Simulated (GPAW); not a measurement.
# How the form of the self-energy moves the gap of NaHF2 (R-3m)

How much does the gap of NaHF2 (R-3m) depend on the approximation to the self-energy?

Method: LDA and many-body steps on it, plane waves, in GPAW 26.7.0.

**1. The starting structure**

Symmetry: R-3m, No. 166, trigonal system. The conventional cell has a = 3.474 Å, b = 3.474 Å, c = 13.750 Å, α = 90.00°, β = 90.00°, γ = 120.00°. Na has 6 F at 2.32 Å nearest. Nearest to H lie 2 F at 1.13 Å. Nearest to F lie 1 H at 1.13 Å and 3 Na at 2.32 Å. Farther neighbours and most contacts between anions are not listed.

Structure file:

```cif
data_structure
_symmetry_space_group_name_H-M 'P 1'
_symmetry_Int_Tables_number 1
_cell_length_a 5.0030
_cell_length_b 5.0030
_cell_length_c 5.0030
_cell_angle_alpha 40.631
_cell_angle_beta 40.631
_cell_angle_gamma 40.631
_cell_volume 47.90
loop_
_atom_site_label
_atom_site_type_symbol
_atom_site_fract_x
_atom_site_fract_y
_atom_site_fract_z
_atom_site_occupancy
Na1 Na 0.00000 0.00000 0.00000 1
H2 H 0.50000 0.50000 0.50000 1
F3 F 0.41760 0.41760 0.41760 1
F4 F 0.58240 0.58240 0.58240 1
```

The cell and positions come from the Crystallography Open Database and are kept as given unless a step says otherwise.

**2. Empty states on the mesh, 4×4×4 mesh, 118 bands**

This step: GPAW 26.7.0; DFT, LDA, plane waves, PAW.

The sums over transitions need many empty states on a uniform mesh; this step solves for them.

run.py reads:

```python
import json
import numpy as np
from gpaw.mpi import world
from gpaw import GPAW

calc = GPAW('gs.gpw').fixed_density(kpts={'size': (4, 4, 4), 'gamma': True},
    parallel={'domain': 1, 'band': 1},
    txt='nscf.txt')
calc.diagonalize_full_hamiltonian(nbands=118)
calc.write('full.gpw', mode='all')
res = {}
kpts = calc.get_ibz_k_points()
res['kpts'] = kpts
res['eigenvalues'] = [calc.get_eigenvalues(kpt=k) for k in range(len(kpts))]
res['n_electrons'] = calc.get_number_of_electrons()

if world.rank == 0:
    with open('result.json', 'w') as f:
        json.dump(res, f, default=lambda x: x.tolist())
```

Started as:

```console
$ mpirun -n 4 gpaw python run.py
```

Numbers of over 12 decimals in the logs are rounded to 6 here.

The log of the run:

```text
Diagonalizing LCAO Hamiltonian
Converting LCAO to pw mode
convergence criteria:
- Maximum integral of absolute [eigenst]ate change: 4e-08 eV^2 / valence electron
maximum number of iterations: 100

SCF iterations
|iter     |     time |      energy | eigst |  dens |
|iter:   1|  |             | +1.35 |       |
|iter:   2|  |             | +0.24 |       |
|iter:   3|  |             | -0.98 |       |
[...]
|iter:   8|  |             | -6.18 |       |
|iter:   9|  |             | -7.06 |       |
|iter:  10|  |             | -7.90c|       |
SCF steps: 10
  __  _  _
 | _ |_)|_||  |
 |__||  | ||/\| - 26.7.0

Input parameters:
  mode=PW(ecut=600.0),
  convergence={'density': 1e-06, 'bands': -3},
  gpts=array([30, 30, 30]),
  kpts=MonkhorstPack(size=(4, 4, 4), gamma=True),
  maxiter=100,
  nbands=19,
  occupations=Occupations(name='fermi-dirac', width=0.001, fixmagmom=False),
  parallel={'domain': 1, 'band': 1},
  xc=XC(name='LDA')
Matrix size: 1611x1611
# Writing to full.gpw (mode='all')
  [... matrices ...]

timing:  # [seconds]
  Total: 17.629  # ━━━━━━━━━━━━━━━━━━━━━━━━━━━━━━━━━━━━━━━━━━━━━━━━━━━━━━━━━━
```

Wall time 23 s (4 MPI ranks of Arm Neoverse V2, shared host); peak memory 1.5 GiB; 92 s of CPU time.

This step gave:

* gap: 6.595 eV
* k of the valence top: 0.5, 0.5, 0.5
* k of the conduction bottom: 0, 0, 0
* least direct gap: 6.763 eV
* k points computed: 13
* lowest point of the top converged band, above the valence top: 96.4442 eV

On this mesh the gap is 6.595 eV.

**3. G0W0, Godby-Needs plasmon pole**

Now the one-shot GW correction: screening in the RPA, then the self-energy of the levels asked for.

This step: G0W0 with a vertex from the rALDA kernel on LDA, plane waves, PAW.

run.py reads:

```python
import json
import numpy as np
from gpaw.mpi import world
from gpaw.response.g0w0 import G0W0

gw = G0W0('full.gpw',
    filename='gw',
    kpts=[0, 12],
    bands=(9, 13),
    ecut=100,
    nbands=108,
    integrate_gamma='WS',
    ppa=True,
    xc='rALDA',
    fxc_mode=None,
    fxc_modes=['GWP', 'GWS', 'GWG'],
    do_GW_too=True)
gw.calculate()
res = {mode: {k: v for k, v in r.items() if k != 'sigma_eskwn'}
       for mode, r in gw.all_results.items()}

if world.rank == 0:
    with open('result.json', 'w') as f:
        json.dump(res, f, default=lambda x: x.tolist())
```

Started as:

```console
$ mpirun -n 4 gpaw python run.py
```

The log of the run:

```text
Using integrator: PointIntegrator
FrequencyGridDescriptor(from 0.000+0.000j to 0.000+27.211j eV, 2 points)
Nonperiodic BCs:  [False False False]
Using integrator: PointIntegrator
FrequencyGridDescriptor(from 0.000+0.000j to 0.000+27.211j eV, 2 points)
Nonperiodic BCs:  [False False False]
  ___  _ _ _
 |   || | | |
 | | || | | |
 |__ ||_____|
 |___|

BZ k-points: Symmetries present (total): 12

  [... matrices ...]
64 k-points: 4 x 4 x 4 Monkhorst-Pack grid + [1/8,1/8,1/8]
13 k-points in the irreducible part of the Brillouin zone
       k-points in crystal coordinates                weights
   0:     0.00000000    0.00000000    0.00000000          1/64
   1:     0.25000000    0.00000000   -0.25000000          6/64
   2:     0.25000000    0.00000000    0.00000000          6/64
   3:     0.25000000    0.25000000   -0.25000000          6/64
   4:     0.25000000    0.25000000    0.00000000          6/64
   5:     0.25000000    0.25000000    0.25000000          2/64
   6:     0.50000000    0.00000000    0.00000000          3/64
   7:     0.50000000    0.25000000   -0.25000000          6/64
   8:     0.50000000    0.25000000    0.00000000         12/64
   9:     0.50000000    0.25000000    0.25000000          6/64
          ...
  12:     0.50000000    0.50000000    0.50000000          1/64

Distributing spins, k-points and bands (1 x 2 x 4) over 4 processes
Number of blocks: 1

Quasi particle states:
k-points (IBZ indices): [0, 12]
Band range: (9, 13)
  [... matrices ...]
Computational parameters:
Plane wave cut-off: 100 eV
Number of bands: 108
Coulomb cutoff: None
Broadening: 0.1 eV

fxc modes: GW, GWG, GWP, GWS
Kernel: rALDA
Using Godby-Needs plasmon-pole approximation:
  Fitting energy: i*E0, E0 = 1.000 Hartree
Summing all q:

Calculating screened Coulomb potential
No Coulomb truncation
FrequencyGridDescriptor(from 0.000+0.000j to 0.000+27.211j eV, 2 points)
Removing empty qpoint cache files...

Calculating chi0 body with:
    Ground state adapter containing:
    Number of spins: 1
    Number of kpoints: 64
    Number of irreducible kpoints: 13
    Number of completely occupied states: 11
    Number of partially occupied states: 11
    Occupied states memory: 4.531860 M / cpu

    Linear response parametrization:
    q_c: [0.0, 0.0, 0.0]
    Number of frequency points: 2
    Planewave cutoff: 100.0
    Number of bands: 108
    Number of planewaves: 103
    Broadening (eta): 1e-06
    comm.size: 4
    kncomm.size: 4
    blockcomm.size: 1

    Memory estimate of potentially large arrays:
        chi0_wGG: 0.323761 M / cpu
Integrating chi0 body.

Symmetries of q_c:
    Direct symmetries (Uq -> q): 12
    Indirect symmetries (TUq -> q): 0
In total 12 allowed symmetries.

  [... matrices ...]
13 groups of equivalent kpoints. 79.6875% reduction.

Integral kind: response function
Integrating chi0 head and wings.

Symmetries of q_c:
    Direct symmetries (Uq -> q): 12
    Indirect symmetries (TUq -> q): 0
In total 12 allowed symmetries.

  [... matrices ...]
13 groups of equivalent kpoints. 79.6875% reduction.

Integral kind: response function wings
Calculating rALDA kernel at 100.0 eV cutoff
q point 0 complete
q point 1 complete
q point 2 complete
q point 3 complete
q point 4 complete
q point 5 complete
[...]
q point 10 complete
q point 11 complete
q point 12 complete

[... the further q-points ...]

Results:
f:      Occupation numbers
eps:     KS-eigenvalues [eV]
vxc:     KS vxc [eV]
exx:     Exact exchange [eV]
sigma:   Self-energies [eV]
dsigma:  Self-energy derivatives
Z:       Renormalization factors
qp:      QP-energies [eV]

k-point 0 (0): (0.000, 0.000, 0.000)                GWP
band       f     eps     vxc     exx   sigma  dsigma       Z      qp
                                                                  GWP
   9   1.000  -4.065 -23.480 -31.328   4.808  -0.225   0.816  -6.546
  10   1.000  -3.997 -24.686 -31.603   4.356  -0.213   0.824  -6.108
  11   0.000   2.766  -9.441  -4.885  -2.495  -0.102   0.907   4.636
  12   0.000   9.039  -8.665  -3.548  -2.761  -0.115   0.897  11.152
                                                                  GWS
   9   1.000  -4.065 -23.480 -31.328   4.512  -0.195   0.837  -6.856
  10   1.000  -3.997 -24.686 -31.603   4.040  -0.185   0.844  -6.424
[...]
GWG
[...]
GW
[...]
k-point 1 (12): (0.500, 0.500, 0.500)                GWP
band       f     eps     vxc     exx   sigma  dsigma       Z      qp
                                                                  GWP
[...]
GWS
[...]
GWG
[...]
GW
[...]
10   1.000  -3.829 -23.975 -31.777   4.531  -0.207   0.828  -6.538
  11   0.000   4.497  -8.816  -4.289  -2.284  -0.095   0.913   6.545
  12   0.000   5.629 -11.855  -6.715  -2.420  -0.109   0.902   8.081
```

Wall time 3.5 min (4 MPI ranks); peak memory 3.6 GiB; 14 min of CPU time.

This step gave:

```
gap with the vertex in the polarisability    : 10.74 eV
gap with the vertex in the self-energy       : 11.66 eV
gap with the vertex in both                  : 11.32 eV
G0W0 gap on the points computed              : 11.14 eV
least direct G0W0 gap on the computed points : 11.14 eV
Z at the valence top                         : 0.8352
Z at the conduction bottom                   : 0.9134
starting gap on the mesh                     : 6.595 eV
k of the valence top                         : 0, 0, 0
k of the conduction bottom                   : 0, 0, 0
```

The gap on the mesh goes from 6.60 eV to 11.14 eV, a correction of +4.54 eV.

**4. G0W0 with rALDA vertex**

run.py, as its differences from that of step 3:

```diff
@@ -9,4 +9,4 @@
     bands=(9, 13),
-    ecut=100,
-    nbands=108,
+    ecut=60,
+    nbands=50,
     integrate_gamma='WS',
@@ -14,5 +14,3 @@
     xc='rALDA',
-    fxc_mode=None,
-    fxc_modes=['GWP', 'GWS', 'GWG'],
-    do_GW_too=True)
+    fxc_mode='GWG')
 gw.calculate()
```

Started as:

```console
$ mpirun -n 4 gpaw python run.py
```

The log of the run:

```text
Using integrator: PointIntegrator
FrequencyGridDescriptor(from 0.000+0.000j to 0.000+27.211j eV, 2 points)
Nonperiodic BCs:  [False False False]
Using integrator: PointIntegrator
FrequencyGridDescriptor(from 0.000+0.000j to 0.000+27.211j eV, 2 points)
Nonperiodic BCs:  [False False False]
  ___  _ _ _
 |   || | | |
 | | || | | |
 |__ ||_____|
 |___|

BZ k-points: Symmetries present (total): 12

  [... matrices ...]
64 k-points: 4 x 4 x 4 Monkhorst-Pack grid + [1/8,1/8,1/8]
13 k-points in the irreducible part of the Brillouin zone
       k-points in crystal coordinates                weights
   0:     0.00000000    0.00000000    0.00000000          1/64
   1:     0.25000000    0.00000000   -0.25000000          6/64
   2:     0.25000000    0.00000000    0.00000000          6/64
[...]
9:     0.50000000    0.25000000    0.25000000          6/64
          ...
  12:     0.50000000    0.50000000    0.50000000          1/64

Distributing spins, k-points and bands (1 x 2 x 4) over 4 processes
Number of blocks: 1

Quasi particle states:
k-points (IBZ indices): [0, 12]
Band range: (9, 13)
  [... matrices ...]
Computational parameters:
Plane wave cut-off: 60 eV
Number of bands: 50
Coulomb cutoff: None
Broadening: 0.1 eV

fxc modes: GWG
Kernel: rALDA
Using Godby-Needs plasmon-pole approximation:
  Fitting energy: i*E0, E0 = 1.000 Hartree
Summing all q:

Calculating screened Coulomb potential
No Coulomb truncation
FrequencyGridDescriptor(from 0.000+0.000j to 0.000+27.211j eV, 2 points)
Removing empty qpoint cache files...

Calculating chi0 body with:
    Ground state adapter containing:
    Number of spins: 1
    Number of kpoints: 64
    Number of irreducible kpoints: 13
    Number of completely occupied states: 11
    Number of partially occupied states: 11
    Occupied states memory: 4.531860 M / cpu

    Linear response parametrization:
    q_c: [0.0, 0.0, 0.0]
    Number of frequency points: 2
    Planewave cutoff: 60.0
    Number of bands: 50
    Number of planewaves: 53
    Broadening (eta): 1e-06
    comm.size: 4
    kncomm.size: 4
    blockcomm.size: 1

    Memory estimate of potentially large arrays:
        chi0_wGG: 0.085724 M / cpu
Integrating chi0 body.

Symmetries of q_c:
    Direct symmetries (Uq -> q): 12
    Indirect symmetries (TUq -> q): 0
In total 12 allowed symmetries.

  [... matrices ...]
13 groups of equivalent kpoints. 79.6875% reduction.

Integral kind: response function
Integrating chi0 head and wings.

Symmetries of q_c:
    Direct symmetries (Uq -> q): 12
    Indirect symmetries (TUq -> q): 0
In total 12 allowed symmetries.

  [... matrices ...]
13 groups of equivalent kpoints. 79.6875% reduction.

Integral kind: response function wings
Calculating rALDA kernel at 60.0 eV cutoff
q point 0 complete
q point 1 complete
q point 2 complete
[...]
q point 11 complete
q point 12 complete

Calculating chi0 body with:
[... the further q-points ...]

Results:
f:      Occupation numbers
eps:     KS-eigenvalues [eV]
vxc:     KS vxc [eV]
exx:     Exact exchange [eV]
sigma:   Self-energies [eV]
dsigma:  Self-energy derivatives
Z:       Renormalization factors
qp:      QP-energies [eV]

k-point 0 (0): (0.000, 0.000, 0.000)                GWG
band       f     eps     vxc     exx   sigma  dsigma       Z      qp
                                                                  GWG
   9   1.000  -4.065 -23.480 -31.328   4.562  -0.202   0.832  -6.797
  10   1.000  -3.997 -24.686 -31.603   4.139  -0.191   0.840  -6.331
  11   0.000   2.766  -9.441  -4.885  -1.901  -0.082   0.924   5.220
[...]
k-point 1 (12): (0.500, 0.500, 0.500)                GWG
band       f     eps     vxc     exx   sigma  dsigma       Z      qp
                                                                  GWG
[...]
11   0.000   4.497  -8.816  -4.289  -1.818  -0.082   0.924   7.000
  12   0.000   5.629 -11.855  -6.715  -1.975  -0.093   0.915   8.524
```

Elapsed: 62 s, on 4 MPI ranks; peak memory 2.2 GiB; 4.1 min of CPU time.

Numbers from this step:

| Quantity | Value |
| --- | --- |
| quasiparticle gap on the points computed | 11.55 eV |
| least direct quasiparticle gap on the computed points | 11.55 eV |
| Z at the valence top | 0.8399 |
| Z at the conduction bottom | 0.9242 |
| starting gap on the mesh | 6.595 eV |
| k of the valence top | 0, 0, 0 |
| k of the conduction bottom | 0, 0, 0 |

Against G0W0 in GPAW (4×4×4 mesh, 108 bands, screening to 100 eV, Godby-Needs plasmon pole), the gap moves by +0.414 eV.

**5. The runs together**

Times are wall times on 4 MPI ranks of Arm Neoverse V2, shared host, good to a factor of about two.

| run | mesh | bands | screening cutoff (eV) | DFT gap (eV) | gap on the mesh (eV) | direct (eV) | time |
| --- | --- | --- | --- | --- | --- | --- | --- |
| G0W0, Godby-Needs plasmon pole | 4×4×4 | 108 | 100 | 6.595 | 11.136 | 11.136 | 3.5 min |
| G0W0 with rALDA vertex | 4×4×4 | 50 | 60 | 6.595 | 11.550 | 11.550 | 62 s |

**6. Summary of results**

| Item | Value |
| --- | --- |
| G0W0, Godby-Needs plasmon pole | 11.136 eV |
| G0W0 with rALDA vertex | 11.550 eV |
| known limits | not at the basis limit |

G0W0 with rALDA vertex: +0.414 eV against G0W0, Godby-Needs plasmon pole, at other bands or cutoff, so not like for like. With the rALDA kernel as a vertex the gap is 10.74 eV (in the polarisability), 11.66 eV (in the self-energy) and 11.32 eV (in both), against 11.14 eV without. Bands and cutoff are finite, so the gap is not at the basis limit. The miss can reach some tenths of an eV and take either sign; the mesh is an error of its own. These stock PAW sets were not made for GW. In the G0W0 runs levels were corrected at 2 k points alone, so a gap called «on the mesh» is the least over those, and an edge elsewhere would be missed.

[Paths, hosts, dates, memory and timing lines, banners, echoed tables and standing remarks are left out of the program output.]

[Logs are printed without paths, hosts, clocks, repeated set-up lines and the standing remarks that a program may print on its own settings, such as how far it seeks lower states.]

[Runs of the session that timed out or met a known fault of the program may be left out.]

[Hosts, paths, dates, database ids (printed as entryN), source tags and the programs' standing remarks are cut or masked in the printed files.]
